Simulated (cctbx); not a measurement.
## What is wrong with this refinement?

Cell a = 7.0210 Å, b = 7.0210 Å, c = 3.8040 Å, α = 90.00°, β = 90.00°, γ = 120.00°; space group P-62m (no. 189). The compound is GdFePd.

Simulated single-crystal data (cctbx): Mo Kα, λ = 0.71073 Å, to d = 0.8 Å, 95 % of the full sphere, strongest reflection 5000 counts, noise from counting, a 1.5 % proportional error and a noise floor of 15 counts (s.d.); no absorption, and some extinction, which the refinements don't model.

An anisotropic refinement with weights 1/σ² prints:

```text
Rint 0.049, 145 unique reflections to 0.81 A
cycle     R1     wR2    GooF  max shift (A)
   1  0.0271  0.0517   2.220   0.00069
   2  0.0226  0.0439   1.886   0.00000
final R1 0.0226 wR2 0.0439 GooF 1.886  parameters 12  data/parameter 12.1
atom        x        y        z      Ueq    occ   su(xyz)  su(Uiso or U11)
Gd1    0.00000  0.57618  0.50000   0.0031  1.000  0.00019  0.0006
Pd1    0.00000  0.00000  0.50000   0.0088  1.000  0.00000  0.0010
Pd2    0.66667  0.33333  0.00000   0.0055  1.000  0.00000  0.0007
Fe1    0.00000  0.24822  0.00000   0.0028  1.000  0.00046  0.0019
difference map: max 1.03 min -1.26 rms 0.30
Q1    0.0000  0.6583  0.5000    3    1.05  0.58 A from Gd1
Q2    0.0000  0.3394  0.5000    3    0.99  1.66 A from Gd1
Q3    0.3333  0.6667  0.5000    2    0.95  1.90 A from Pd2
Q4    0.2176  0.4536  0.3306   12    0.82  1.69 A from Gd1
Q5    0.2857  0.6946  0.1994   12    0.80  0.89 A from Pd2
Q6    0.0000  0.3608  0.1444    6    0.80  0.96 A from Fe1
```

Q: Accept it or mend it, and why?

Mend it. The fault: anomalous dispersion left out. Against the right model at the same level, R1 goes from 0.0132 to 0.0226 and GooF from 0.94 to 1.89. No atom is wrong: without f′ and f″ the atoms near an edge get the wrong scattering power, which U and the scale absorb. The signs are weak, and the output alone doesn't single this fault out.

The compound is GdFePd. The right model at the same level gives:

```text
Rint 0.049, 145 unique reflections to 0.81 A
cycle     R1     wR2    GooF  max shift (A)
   1  0.0145  0.0243   1.043   0.00060
   2  0.0132  0.0219   0.942   0.00000
final R1 0.0132 wR2 0.0219 GooF 0.942  parameters 12  data/parameter 12.1
atom        x        y        z      Ueq    occ   su(xyz)  su(Uiso or U11)
Gd1    0.00000  0.57620  0.50000   0.0032  1.000  0.00010  0.0003
Pd1    0.00000  0.00000  0.50000   0.0068  1.000  0.00000  0.0005
Pd2    0.66667  0.33333  0.00000   0.0036  1.000  0.00000  0.0003
Fe1    0.00000  0.24823  0.00000   0.0050  1.000  0.00023  0.0009
Flack x: 0.00(4)
Hooft y: -0.016(28)  Bijvoet pairs: 56
difference map: max 0.93 min -1.31 rms 0.29
Q1    0.0000  0.3398  0.5000    3    0.95  1.66 A from Gd1
Q2    0.2269  0.4602  0.3320   12    0.85  1.65 A from Gd1
Q3    0.0000  0.6679  0.5000    3    0.83  0.64 A from Gd1
Q4    0.3333  0.6667  0.1618    4    0.81  0.62 A from Pd2
Q5    0.0000  0.3681  0.1517    6    0.78  1.02 A from Fe1
Q6    0.3333  0.6667  0.5000    2    0.76  1.90 A from Pd2
```

Isotropic U is held between 0.0001 and 1 Å² by the program, and listed peak heights are interpolated, so they can pass the grid's maximum.

The model is made up (kin elements in a known structure type, no relaxation), so it says nothing on whether the phase exists.

[Middle refinement cycles are left out of these outputs.]

[Logs are printed without paths, hosts, clocks, repeated set-up lines and the standing remarks that a program may print on its own settings, such as how far it seeks lower states.]
